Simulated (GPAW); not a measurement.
# TaSi2N4 monolayer: work function by functional and basis

Wanted: work functions and dipole of TaSi2N4 monolayer, with the cost of each level.

Program: GPAW 26.7.0. Level of theory: GPAW, PAW setups; layer in a repeated cell with vacuum, relaxation of atoms and in-plane cell, in the first sound run; inputs show where later runs differ. Results are calculated unless marked as measured.

### 1. The starting structure

The cell holds 7 atoms: 4 N, 2 Si and 1 Ta. Cell: a = 2.920 Å, b = 2.920 Å, c = 23.328 Å, α = 90.0°, β = 90.0°, γ = 120.0°. Vacuum lies along c.

### 2. Relaxing the atoms

Forces are removed first; all later runs use this geometry.

File run.py:

```python
import json
import numpy as np
from ase import Atoms
from ase.filters import FrechetCellFilter
from ase.optimize import BFGS
from gpaw import GPAW, PW

slab = Atoms(
    ['N', 'Si', 'N', 'Ta', 'N', 'Si', 'N'],
    positions=[
        [0.00000, 0.00000, 8.00000],
        [-0.00000, 1.68586, 8.46943],
        [-0.00000, 1.68586, 10.21943],
        [0.00000, 0.00000, 11.66382],
        [-0.00000, 1.68586, 13.10822],
        [-0.00000, 1.68586, 14.85822],
        [0.00000, 0.00000, 15.32765]],
    cell=[[2.92, 0.0, 0.0], [-1.46, 2.52879, 0.0], [0.0, 0.0, 23.3276]],
    pbc=[True, True, True],
    magmoms=[0.0, 0.0, 0.0, 1.0, 0.0, 0.0, 0.0])

slab.calc = GPAW(mode=PW(600), xc='PBE', kpts={'size': (12, 12, 1), 'gamma': True},
                 occupations={'name': 'fermi-dirac', 'width': 0.05}, nbands='200%',
                 convergence={'density': 1e-05}, maxiter=200,
                 symmetry={'tolerance': 1e-3}, txt='slab.txt')
result = {}
# The in-plane cell is free; stress needs a cell that repeats along all three vectors
path = []
opt = BFGS(FrechetCellFilter(slab, mask=[1, 1, 0, 0, 0, 1]), maxstep=0.2)
opt.attach(lambda: path.append((slab.get_potential_energy(), slab.positions.tolist(), slab.get_forces().tolist())))
result['relaxed'] = bool(opt.run(fmax=0.02, steps=45))
result['path'] = path
result['cell'] = slab.cell.tolist()
print('in-plane lattice', slab.cell.cellpar().round(4)[[0, 1, 5]])
energy = slab.get_potential_energy()
fermi = slab.calc.get_fermi_level()
v = slab.calc.get_electrostatic_potential().mean((0, 1)) - fermi
n = slab.calc.get_pseudo_density().mean((0, 1))
L = slab.cell[2, 2]
z = np.arange(len(v)) * L / len(v)
low, high = slab.positions[:, 2].min(), slab.positions[:, 2].max()
below, above = np.interp([low - 5.8, high + 5.8], z, v)
slopes = [np.interp(x, z, np.gradient(v, z)) for x in (low - 5.8, high + 5.8)]
eps = np.array([[slab.calc.get_eigenvalues(k, s) for k in range(len(slab.calc.get_ibz_k_points()))]
                for s in range(slab.calc.get_number_of_spins())]) - fermi
top, bottom = eps[eps < 0].max(), eps[eps > 0].min()
dipole = slab.get_dipole_moment()[2]
print(f'energy {energy:.4f} eV, Fermi level {fermi:.4f} eV, dipole {dipole:.5f} e A')
print(f'potential 5.8 A off the faces, from the Fermi level: lower {below:.4f} eV, upper {above:.4f} eV')
print(f'slope of the potential there: lower {slopes[0]:.5f}, upper {slopes[1]:.5f} eV/A')
print(f'nearest levels on the mesh: {top:.4f} and {bottom:.4f} eV')
print('magnetic moment', round(slab.get_magnetic_moment(), 3))
result.update(energy=energy, fermi=fermi, dipole=dipole, below=below, above=above, slopes=slopes, edges=[top, bottom],
              z=z.tolist(), v=v.tolist(), n=n.tolist(), positions=slab.positions.tolist(),
              forces=slab.get_forces(apply_constraint=False).tolist(), moments=slab.get_magnetic_moments().tolist())
json.dump(result, open('result.json', 'w'))
```

Run with:

```console
$ OMP_NUM_THREADS=1 OPENBLAS_NUM_THREADS=1 python run.py
```

The program printed:

```text
Step          Energy          fmax
BFGS:    0      -59.402908        3.469170
BFGS:    1      -59.712205        1.869015
BFGS:    2      -59.942732        0.731722
BFGS:    3      -59.968093        0.685632
BFGS:    4      -60.054102        0.780036
BFGS:    5      -60.089158        0.592761
BFGS:    6      -60.120009        0.159159
BFGS:    7      -60.123891        0.145961
BFGS:    8      -60.130182        0.113856
BFGS:    9      -60.139190        0.096236
BFGS:   10      -60.147264        0.061652
BFGS:   11      -60.148882        0.015274
in-plane lattice [  2.9396   2.9396 120.    ]
energy -60.1399 eV, Fermi level 0.8536 eV, dipole 0.00082 e A
potential 5.8 A off the faces, from the Fermi level: lower 5.4116 eV, upper 5.4075 eV
slope of the potential there: lower 0.00038, upper 0.00139 eV/A
nearest levels on the mesh: -0.0246 and 0.0169 eV
magnetic moment 0.675
```

Elapsed: 43 min, on 1 thread of Arm Neoverse V2, shared host; peak memory 0.8 GiB.

This step gave:

```yaml
dipole_along_the_normal: 8.21e-4 e·Å
levels_nearest_the_fermi_level_on_the_mesh: -0.02463, 0.01690 eV from the Fermi level
site_moments: 0.003695, 0.006527, 0.004921, 0.4171, 0.004921, 0.006527, 0.003695 μB
sum_of_the_site_moments: 0.4474 μB
```

The electrostatic potential energy of an electron (without an applied field's), less the Fermi level, planar mean oscillates, so the rows of the table below give means over windows of 1.04 Å about each position, cut where the curve ends. Its maxima inside the range that stand out by 2 % of the span (Å: eV): 9.8: 0.164, 10.8: -8.13, 12.5: -8.13, 13.6: 0.158. Its minima: 8.2: -22.8, 10.5: -12.5, 11.7: -27.5, 12.9: -12.5, 15.1: -22.8.

Electrostatic potential energy of an electron (without an applied field's), less the Fermi level, planar mean against z; means over each step:

| z (Å) | electrostatic potential energy of an electron (without an applied field's), less the Fermi level, planar mean (eV) |
| --- | --- |
| 0.52 | 5.41 |
| 1.56 | 5.41 |
| 2.60 | 5.41 |
| 3.64 | 5.41 |
| 4.68 | 5.41 |
| 5.72 | 5.39 |
| 6.76 | 4.71 |
| 7.80 | -9.57 |
| 8.84 | -15.0 |
| 9.88 | -3.54 |
| 10.92 | -12.9 |
| 11.96 | -19.9 |
| 13.00 | -7.50 |
| 14.04 | -6.36 |
| 15.08 | -18.5 |
| 16.12 | 2.33 |
| 17.16 | 5.30 |
| 18.20 | 5.40 |
| 19.24 | 5.40 |
| 20.28 | 5.41 |
| 21.32 | 5.41 |
| 22.36 | 5.41 |

The pseudo valence density, planar mean oscillates, so the rows of the table below give means over windows of 1 Å about each position, cut where the curve ends. Its maxima inside the range that stand out by 2 % of the span (Å: e/Å³): 8.1: 0.855, 10.5: 0.773, 11.8: 1.51, 12.8: 0.773, 15.2: 0.855. Its minima: 9.3: 0.239, 10.9: 0.665, 12.4: 0.665, 14.0: 0.239.

Pseudo valence density, planar mean against z; means over each step:

| z (Å) | pseudo valence density, planar mean (e/Å³) |
| --- | --- |
| 5 | 1.3e-4 |
| 6 | 0.00344 |
| 7 | 0.0949 |
| 8 | 0.687 |
| 9 | 0.353 |
| 10 | 0.516 |
| 11 | 0.849 |
| 12 | 1.08 |
| 13 | 0.655 |
| 14 | 0.287 |
| 15 | 0.695 |
| 16 | 0.246 |
| 17 | 0.0102 |
| 18 | 3.9e-4 |
| 19 | 1.6e-5 |

Site moment by atom:

| atom | site moment (μB) |
| --- | --- |
| N1 | 0.004 |
| Si2 | 0.007 |
| N3 | 0.005 |
| Ta4 | 0.417 |
| N5 | 0.005 |
| Si6 | 0.007 |
| N7 | 0.004 |

The relaxation lowered the energy of the cell by 0.743 eV (energies extrapolated to zero smearing; the optimiser's log prints free energies). The largest force left on a free atom is 0.015 eV/Å.

### 3. The slab's potential

With the geometry fixed, the planar mean of the potential gives the vacuum level on each side.

This step: GPAW, PAW setups; slab in vacuum (GPAW 26.7.0).

The cell differs from the one that the last finished run ended in (c 23.328 → 23.101 Å).

File run.py:

```python
import json
import numpy as np
from ase import Atoms
from gpaw import GPAW, PW

slab = Atoms(
    ['N', 'Si', 'N', 'Ta', 'N', 'Si', 'N'],
    positions=[
        [-0.00000, 0.00000, 8.00000],
        [-0.00000, 1.69716, 8.51853],
        [-0.00000, 1.69716, 10.27976],
        [0.00000, -0.00000, 11.55038],
        [-0.00000, 1.69716, 12.82102],
        [-0.00000, 1.69716, 14.58225],
        [-0.00000, -0.00000, 15.10078]],
    cell=[[2.93957, 0.0, 0.0], [-1.46979, 2.54574, 0.0], [0.0, 0.0, 23.1008]],
    pbc=[True, True, False],
    magmoms=[0.0, 0.0, 0.0, 1.0, 0.0, 0.0, 0.0])

slab.calc = GPAW(mode=PW(500), xc='PBE', kpts={'size': (12, 12, 1), 'gamma': True},
                 occupations={'name': 'fermi-dirac', 'width': 0.05}, nbands='200%',
                 convergence={'density': 1e-05}, maxiter=200,
                 poissonsolver={'dipolelayer': 'xy'},
                 symmetry={'tolerance': 1e-3}, txt='slab.txt')
result = {}
energy = slab.get_potential_energy()
fermi = slab.calc.get_fermi_level()
v = slab.calc.get_electrostatic_potential().mean((0, 1)) - fermi
n = slab.calc.get_pseudo_density().mean((0, 1))
L = slab.cell[2, 2]
z = np.arange(len(v)) * L / len(v)
low, high = slab.positions[:, 2].min(), slab.positions[:, 2].max()
below, above = np.interp([low - 5.8, high + 5.8], z, v)
slopes = [np.interp(x, z, np.gradient(v, z)) for x in (low - 5.8, high + 5.8)]
eps = np.array([[slab.calc.get_eigenvalues(k, s) for k in range(len(slab.calc.get_ibz_k_points()))]
                for s in range(slab.calc.get_number_of_spins())]) - fermi
top, bottom = eps[eps < 0].max(), eps[eps > 0].min()
dipole = slab.get_dipole_moment()[2]
print(f'energy {energy:.4f} eV, Fermi level {fermi:.4f} eV, dipole {dipole:.5f} e A')
print(f'potential 5.8 A off the faces, from the Fermi level: lower {below:.4f} eV, upper {above:.4f} eV')
print(f'slope of the potential there: lower {slopes[0]:.5f}, upper {slopes[1]:.5f} eV/A')
print(f'nearest levels on the mesh: {top:.4f} and {bottom:.4f} eV')
print('magnetic moment', round(slab.get_magnetic_moment(), 3))
result.update(energy=energy, fermi=fermi, dipole=dipole, below=below, above=above, slopes=slopes, edges=[top, bottom],
              z=z.tolist(), v=v.tolist(), n=n.tolist(), positions=slab.positions.tolist(),
              forces=slab.get_forces(apply_constraint=False).tolist(), moments=slab.get_magnetic_moments().tolist())
json.dump(result, open('result.json', 'w'))
```

The program printed:

```text
energy -58.3889 eV, Fermi level 0.9280 eV, dipole -0.00047 e A
potential 5.8 A off the faces, from the Fermi level: lower 5.3978 eV, upper 5.4082 eV
slope of the potential there: lower -0.00086, upper 0.00086 eV/A
nearest levels on the mesh: -0.0186 and 0.0120 eV
magnetic moment 0.655
```

Elapsed: 2.5 min, on 1 thread; peak memory 0.35 GiB.

Numbers from this step:

| Item | Value |
| --- | --- |
| dipole along the normal | -4.71e-4 e·Å |
| levels nearest the Fermi level on the mesh | -0.01859, 0.01201 eV from the Fermi level |
| upper work function | 5.408 eV |
| lower work function | 5.398 eV |
| site moments | 0.003586, 0.006404, 0.004714, 0.4048, 0.004714, 0.006404, 0.003586 μB |
| sum of the site moments | 0.4343 μB |

The electrostatic potential energy of an electron (without an applied field's), less the Fermi level, planar mean oscillates, so the rows of the table below give means over windows of 1.06 Å about each position, cut where the curve ends. Its maxima inside the range that stand out by 2 % of the span (Å: eV): 9.6: 0.175, 10.7: -8.14, 12.4: -8.14, 13.5: 0.181. Its minima: 8.1: -22.8, 10.3: -12.7, 11.6: -27.5, 12.8: -12.7, 15.0: -22.8.

The electrostatic potential energy of an electron (without an applied field's), less the Fermi level, planar mean by z; means over each step:

| z (Å) | electrostatic potential energy of an electron (without an applied field's), less the Fermi level, planar mean (eV) |
| --- | --- |
| 0.53 | 5.40 |
| 1.59 | 5.40 |
| 2.65 | 5.40 |
| 3.71 | 5.40 |
| 4.77 | 5.39 |
| 5.83 | 5.34 |
| 6.89 | 3.80 |
| 7.95 | -15.5 |
| 9.01 | -9.50 |
| 10.07 | -6.32 |
| 11.13 | -17.8 |
| 12.19 | -14.3 |
| 13.25 | -4.39 |
| 14.31 | -13.8 |
| 15.37 | -10.7 |
| 16.43 | 4.63 |
| 17.49 | 5.38 |
| 18.55 | 5.40 |
| 19.61 | 5.41 |
| 20.67 | 5.41 |
| 21.73 | 5.41 |
| 22.79 | 5.41 |

The pseudo valence density, planar mean oscillates, so the rows of the table below give means over windows of 1 Å about each position, cut where the curve ends. Its maxima inside the range that stand out by 2 % of the span (Å: e/Å³): 8.1: 0.860, 10.4: 0.770, 11.6: 1.55, 12.7: 0.770, 15.0: 0.860. Its minima: 9.2: 0.239, 10.8: 0.665, 12.3: 0.665, 13.9: 0.239.

Table of pseudo valence density, planar mean by z; means over each step:

| z (Å) | pseudo valence density, planar mean (e/Å³) |
| --- | --- |
| 4 | 1.0e-5 |
| 5 | 2.0e-4 |
| 6 | 0.00503 |
| 7 | 0.133 |
| 8 | 0.715 |
| 9 | 0.317 |
| 10 | 0.569 |
| 11 | 0.927 |
| 12 | 0.998 |
| 13 | 0.615 |
| 14 | 0.297 |
| 15 | 0.711 |
| 16 | 0.184 |
| 17 | 0.00711 |
| 18 | 2.7e-4 |
| 19 | 1.3e-5 |

Force by atom:

| atom | x (eV/Å) | y (eV/Å) | z (eV/Å) | size |
| --- | --- | --- | --- | --- |
| N1 | 0.000 | 0.000 | -0.123 | 0.123 |
| Si2 | 0.000 | 0.000 | 0.038 | 0.038 |
| N3 | 0.000 | 0.000 | 0.055 | 0.055 |
| Ta4 | 0.000 | 0.000 | 0.000 | 0.000 |
| N5 | 0.000 | 0.000 | -0.055 | 0.055 |
| Si6 | 0.000 | 0.000 | -0.038 | 0.038 |
| N7 | 0.000 | 0.000 | 0.123 | 0.123 |

The potential is flat to 8.6e-4 eV/Å where it is read, so the vacuum is wide enough.

### 4. Self-consistent run: xc = "revPBE"

The same geometry under revPBE, to see how far the functional moves the levels against the vacuum.

Changes to run.py since step 3:

```diff
@@ -19,3 +19,3 @@
 
-slab.calc = GPAW(mode=PW(500), xc='PBE', kpts={'size': (12, 12, 1), 'gamma': True},
+slab.calc = GPAW(mode=PW(500), xc='revPBE', kpts={'size': (12, 12, 1), 'gamma': True},
                  occupations={'name': 'fermi-dirac', 'width': 0.05}, nbands='200%',
```

The program printed:

```text
energy -55.8787 eV, Fermi level 1.1096 eV, dipole -0.00047 e A
potential 5.8 A off the faces, from the Fermi level: lower 5.1989 eV, upper 5.2092 eV
slope of the potential there: lower -0.00085, upper 0.00085 eV/A
nearest levels on the mesh: -0.0085 and 0.0023 eV
magnetic moment 0.776
```

The job ended after 2.5 min (1 thread; peak memory 0.35 GiB).

This step gave:

```yaml
dipole_along_the_normal: -4.70e-4 e·Å
levels_nearest_the_fermi_level_on_the_mesh: -0.008461, 0.002262 eV from the Fermi level
upper_work_function: 5.209 eV
lower_work_function: 5.199 eV
site_moments: 0.004029, 0.007859, 0.004342, 0.4845, 0.004342, 0.007859, 0.004029 μB
sum_of_the_site_moments: 0.5170 μB
```

The electrostatic potential energy of an electron (without an applied field's), less the Fermi level, planar mean oscillates, so the rows of the table below give means over windows of 1.06 Å about each position, cut where the curve ends. Its maxima inside the range that stand out by 2 % of the span (Å: eV): 9.6: 0.0294, 10.7: -8.30, 12.4: -8.29, 13.5: 0.0353. Its minima: 8.1: -23.0, 10.3: -12.8, 11.6: -27.7, 12.8: -12.8, 15.0: -23.0.

Table of electrostatic potential energy of an electron (without an applied field's), less the Fermi level, planar mean by z; means over each step:

z (Å), electrostatic potential energy of an electron (without an applied field's), less the Fermi level, planar mean (eV) and a bar from the least value:
```
     0.53        5.2 ##############################
     1.59        5.2 ##############################
     2.65        5.2 ##############################
     3.71        5.2 ##############################
     4.77        5.2 ##############################
     5.83        5.1 ##############################
     6.89        3.6 ############################
     7.95      -15.6 ###
     9.01       -9.7 ###########
    10.07       -6.5 ###############
    11.13      -18.0 
    12.19      -14.5 ####
    13.25       -4.5 #################
    14.31      -14.0 #####
    15.37      -10.8 #########
    16.43        4.4 #############################
    17.49        5.2 ##############################
    18.55        5.2 ##############################
    19.61        5.2 ##############################
    20.67        5.2 ##############################
    21.73        5.2 ##############################
    22.79        5.2 ##############################
```

The pseudo valence density, planar mean by z:

| z (Å) | pseudo valence density, planar mean (e/Å³) |
| --- | --- |
| 5.0 | 1.3e-4 |
| 5.5 | 6.5e-4 |
| 6.0 | 0.00317 |
| 6.5 | 0.0164 |
| 7.0 | 0.0904 |
| 7.5 | 0.422 |
| 8.0 | 0.840 |
| 8.5 | 0.548 |
| 9.0 | 0.268 |
| 9.5 | 0.284 |
| 10.0 | 0.614 |
| 10.5 | 0.751 |
| 11.0 | 0.752 |
| 11.5 | 1.50 |
| 12.0 | 0.887 |
| 12.5 | 0.731 |
| 13.0 | 0.671 |
| 13.5 | 0.319 |
| 14.0 | 0.251 |
| 14.5 | 0.456 |
| 15.0 | 0.853 |
| 15.5 | 0.545 |
| 16.0 | 0.123 |
| 16.5 | 0.0233 |
| 17.0 | 0.00441 |
| 17.5 | 8.7e-4 |
| 18.0 | 1.8e-4 |
| 18.5 | 3.8e-5 |

Site moment by atom:

| atom | site moment (μB) |
| --- | --- |
| N1 | 0.004 |
| Si2 | 0.008 |
| N3 | 0.004 |
| Ta4 | 0.485 |
| N5 | 0.004 |
| Si6 | 0.008 |
| N7 | 0.004 |

Force by atom:

| atom | x (eV/Å) | y (eV/Å) | z (eV/Å) | size |
| --- | --- | --- | --- | --- |
| N1 | 0.000 | 0.000 | -0.267 | 0.267 |
| Si2 | 0.000 | 0.000 | 0.054 | 0.054 |
| N3 | 0.000 | 0.000 | -0.050 | 0.050 |
| Ta4 | 0.000 | 0.000 | 0.000 | 0.000 |
| N5 | 0.000 | 0.000 | 0.050 | 0.050 |
| Si6 | 0.000 | 0.000 | -0.054 | 0.054 |
| N7 | 0.000 | 0.000 | 0.267 | 0.267 |

The upper face's work function is 5.209 eV, against 5.408 eV in the first plane-wave PBE run at this geometry.

### 5. Self-consistent run: xc = "RPBE"

The same geometry under RPBE, to see how far the functional moves the levels against the vacuum.

Changes to run.py since step 4:

```diff
@@ -19,3 +19,3 @@
 
-slab.calc = GPAW(mode=PW(500), xc='revPBE', kpts={'size': (12, 12, 1), 'gamma': True},
+slab.calc = GPAW(mode=PW(500), xc='RPBE', kpts={'size': (12, 12, 1), 'gamma': True},
                  occupations={'name': 'fermi-dirac', 'width': 0.05}, nbands='200%',
```

The program printed:

```text
energy -55.4286 eV, Fermi level 1.1486 eV, dipole -0.00047 e A
potential 5.8 A off the faces, from the Fermi level: lower 5.1688 eV, upper 5.1792 eV
slope of the potential there: lower -0.00085, upper 0.00085 eV/A
nearest levels on the mesh: -0.0789 and 0.0008 eV
magnetic moment 0.803
```

Wall time 2.3 min (1 thread); peak memory 0.34 GiB.

Numbers from this step:

```
levels nearest the Fermi level on the mesh : -0.07890, 7.65e-4 eV from the Fermi level
upper work function                        : 5.179 eV
lower work function                        : 5.169 eV
site moments                               : 0.004106, 0.008263, 0.003985, 0.5035, 0.003985, 0.008263, 0.004106 μB
sum of the site moments                    : 0.5362 μB
```

The electrostatic potential energy of an electron (without an applied field's), less the Fermi level, planar mean oscillates, so the rows of the table below give means over windows of 1.06 Å about each position, cut where the curve ends. Its maxima inside the range that stand out by 2 % of the span (Å: eV): 9.6: -0.0199, 10.7: -8.35, 12.4: -8.35, 13.5: -0.0140. Its minima: 8.1: -23.1, 10.3: -12.9, 11.6: -27.7, 12.8: -12.9, 15.0: -23.0.

The electrostatic potential energy of an electron (without an applied field's), less the Fermi level, planar mean by z; means over each step:

| z (Å) | electrostatic potential energy of an electron (without an applied field's), less the Fermi level, planar mean (eV) |
| --- | --- |
| 0.53 | 5.17 |
| 1.59 | 5.17 |
| 2.65 | 5.17 |
| 3.71 | 5.17 |
| 4.77 | 5.16 |
| 5.83 | 5.11 |
| 6.89 | 3.58 |
| 7.95 | -15.7 |
| 9.01 | -9.71 |
| 10.07 | -6.51 |
| 11.13 | -18.0 |
| 12.19 | -14.5 |
| 13.25 | -4.58 |
| 14.31 | -14.0 |
| 15.37 | -10.9 |
| 16.43 | 4.40 |
| 17.49 | 5.15 |
| 18.55 | 5.18 |
| 19.61 | 5.18 |
| 20.67 | 5.18 |
| 21.73 | 5.18 |
| 22.79 | 5.18 |

The upper face's work function is 5.179 eV, against 5.408 eV in the first plane-wave PBE run at this geometry.

[end of part 1 of 2]

[Logs are printed without paths, hosts, clocks, repeated set-up lines and the standing remarks that a program may print on its own settings, such as how far it seeks lower states.]

[Hosts, paths, dates, database ids (printed as entryN), source tags and the programs' standing remarks are cut or masked in the printed files.]
